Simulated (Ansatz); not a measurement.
# An extra electron or hole in glassy Ga2O3 (130 atoms): runs compared

Aim: add and remove one electron in glassy Ga2O3 (130 atoms), with atoms held and relaxed, and read trapping energy and localisation.

Computed with Ansatz 0.2.0: Kohn-Sham DFT, revPBE, PAW (set soft_1), plane waves; PAW set soft_1.

## (1) The cell

The cell holds 130 atoms: 52 Ga and 78 O. Cell: a = 11.515 Å, b = 11.515 Å, c = 11.515 Å, α = 90.0°, β = 90.0°, γ = 90.0°. 130 atoms (52 Fe, 78 O) placed at random at 4.52 g/cm³, melted at 4500 K for 20 ps at fixed volume with the Morse and Coulomb pair potential with partial charges (Pedone, Malavasi, Menziani, Cormack and Segre, J. Phys. Chem. B 110, 11780 (2006)). Quenched from 4500 K to 300 K at 100 K/ps and fixed volume, held 5 ps. Then Fe was replaced by Ga (the potential has no terms for the new elements, so the cell is a start for a DFT relaxation).

Limits known from the start: The quench rate of 100 K/ps far exceeds what a furnace or splat quench reaches, so expect more defects and frozen-in strain than in a real sample. The network of bonds at the start is that of the classical potential that made the cell, and needn't be the one that DFT or experiment would give. Sampling is at Γ alone, for a cell whose shortest periodic width is 12 Å.

## (2) The reference run

The reference is a single point at the end of the relaxation.

The charged cells start from the geometry of this run, on a uniform background, with spin and a narrow Fermi–Dirac smearing.

Its input, with most atom lines left out:

```yaml
crystal:
  lattice:
    - [11.5152, 0.0, 0.0]
    - [0.0, 11.5152, 0.0]
    - [0.0, 0.0, 11.5152]
  atoms:
    - { symbol: Ga, position: [0.31133, 0.41724, 0.83505] }
    - { symbol: Ga, position: [0.57631, 0.93243, 0.69575] }
    - { symbol: Ga, position: [0.70353, 0.1815, 0.61436] }
    - { symbol: Ga, position: [0.58364, 0.64494, 0.7212] }
    - { symbol: Ga, position: [0.89289, 0.94582, 0.81688] }
    - { symbol: Ga, position: [0.49568, 0.18014, 0.41842] }
    - { symbol: Ga, position: [0.94267, 0.56028, 0.24445] }
    [... atom lines 8 to 130 left out ...]
kpoints:
  mp_grid: { grid: [1, 1, 1] }
hamiltonian:
  xc: revpbe
  pseudopotentials: { kind: paw, azcp: { folder: soft_1 } }
scf:
  occupations: { method: fixed }
output:
  forces: true
  stress: true
  populations: intrinsic
  dos:
    method: { smearing: { sigma: 0.15 } }
    de: 0.1
    projected: { site_lists: { Ga: [Ga], O: [O] } }
  eigenvalues: true
  write_density: true
  write_potential: true
  volumetric_format: npy
  elf: true
```

```
free energy per atom   : -1856.2085 eV/atom
r.m.s. force component : 0.00883 eV/Å
pressure               : -1.346 GPa
```

Filled and empty levels are parted by 1.24 eV (at Γ alone); a semilocal functional tends to put such gaps too low. In a disordered cell it changes from sample to sample, and tail or defect levels can set it.

## (3) The runs

Each row is one run, on 8 threads of INTEL XEON PLATINUM 8581C at 2.10GHz (Emerald Rapids), shared host. The free energy is the program's total, comparable only between runs with the same functional; between charge states it hangs on the program's zero of potential.

| run | atoms | outcome | relaxation steps | free energy (eV) | time | host memory (GiB) |
| --- | --- | --- | --- | --- | --- | --- |
| Single point at the start | 130 | converged | - | -241297.053 | 16 s | 2.7 |
| Relaxation | 130 | converged | 26 | -241307.110 | 4.1 min | 2.8 |
| Single point at the relaxed geometry | 130 | converged | - | -241307.110 | 20 s | 2.9 |
| An extra electron, atoms held | 130 | converged | - | -241298.784 | 48 s | 5.1 |
| An extra electron, atoms relaxed | 130 | converged | 3 | -241298.793 | 72 s | 5.0 |
| An extra electron, levels at the relaxed geometry | 130 | converged | - | -241298.793 | 53 s | 5.1 |
| Neutral at the geometry of the electron | 130 | converged | - | -241307.105 | 19 s | 2.9 |
| An extra hole, atoms held | 130 | converged | - | -241314.034 | 71 s | 5.1 |
| An extra hole, atoms relaxed | 130 | converged | 7 | -241314.227 | 3.3 min | 5.0 |
| An extra hole, levels at the relaxed geometry | 130 | converged | - | -241314.227 | 55 s | 5.1 |
| Neutral at the geometry of the hole | 130 | converged | - | -241306.657 | 20 s | 2.9 |

In some runs the program notes that starting moments were not kept.

Local excerpt of 9 atoms (numbers count through the whole input) about O114, which holds the most spin of the extra hole after relaxation; x, y, z are measured from there.

```csv
atom,x,y,z,distance (Å),Löwdin charge (e),moment (μB)
O114,0.00,0.00,0.00,0.00,-0.55,0.34
Ga49,0.86,1.39,-1.05,1.94,1.06,0.00
Ga3,-2.04,-0.29,0.17,2.06,1.06,0.00
Ga22,1.86,-0.74,0.61,2.09,1.08,0.00
O120,0.07,-1.76,-2.01,2.67,-0.61,0.17
O55,0.91,-2.35,0.89,2.67,-0.66,0.00
O57,1.82,1.01,1.71,2.69,-0.61,0.19
O66,2.39,-0.23,-1.27,2.72,-0.64,0.00
O53,0.27,2.71,0.24,2.73,-0.68,0.02
```

## (4) Energies and spread of the extra charge

Energies are differences within one cell and functional; the shift is the gain plus the neutral cell's energy at the new geometry, that is how much cheaper the vertical process becomes there. The spread is the participation number of the site moments (1/Σw², over the spin inside atomic spheres), with the atom that holds the largest share and the spin that the spheres hold in all.

| carrier | charged less neutral, atoms held (eV) | gain on relaxing (eV) | neutral cell at that geometry, less the reference (eV) | shift of the vertical energy (eV) | spread, atoms held | spread, relaxed |
| --- | --- | --- | --- | --- | --- | --- |
| electron | 8.326 | 0.009 | 0.004 | 0.013 | - | - |
| hole | -6.924 | 0.193 | 0.453 | 0.645 | 20; O114 12 % of 0.91 μB | 5; O114 36 % of 0.93 μB |

## (5) Outcome

The extra electron gains 0.0086 eV as the atoms relax: so small a gain shows no trapping at this level. The cell with the electron keeps a moment of only 0.00 μB where one unpaired electron should give 1 μB: the carrier is shared between both spins, which can hide trapping. The extra hole gains 0.19 eV as the atoms relax, and its spin goes from about 20 to 5 atoms: a partial localisation, with a modest gain. The O114–O120 distance goes from 2.87 to 2.67 Å. Adding the two vertical energies gives 1.40 eV, against a gap of 1.24 eV in the neutral cell. The zero of the potential cancels in this sum; the excess likely reflects the charging energy of carriers confined to few atoms or to a small cell, partly offset by their attraction to the background.

Caveats: Single energies of charged cells hang on the program's zero of potential. In the spin-polarised runs the search for a state of lower energy was switched off. No distortion was seeded, so a trapped state behind a barrier can't be found. Semilocal functionals favour spread-out charges, so trapping can be missed. In the spin-polarised runs the search for a state of lower energy was switched off. Charged cells carry a uniform background, with no correction for images.

The DFT runs together took 14 min of wall time.

[Long decimals in the printed logs are rounded to 6 places.]

[Logs are printed without paths, hosts, clocks, repeated set-up lines and the standing remarks that a program may print on its own settings, such as how far it seeks lower states.]

[Hosts, paths, dates, database ids (printed as entryN), source tags and the programs' standing remarks are cut or masked in the printed files.]
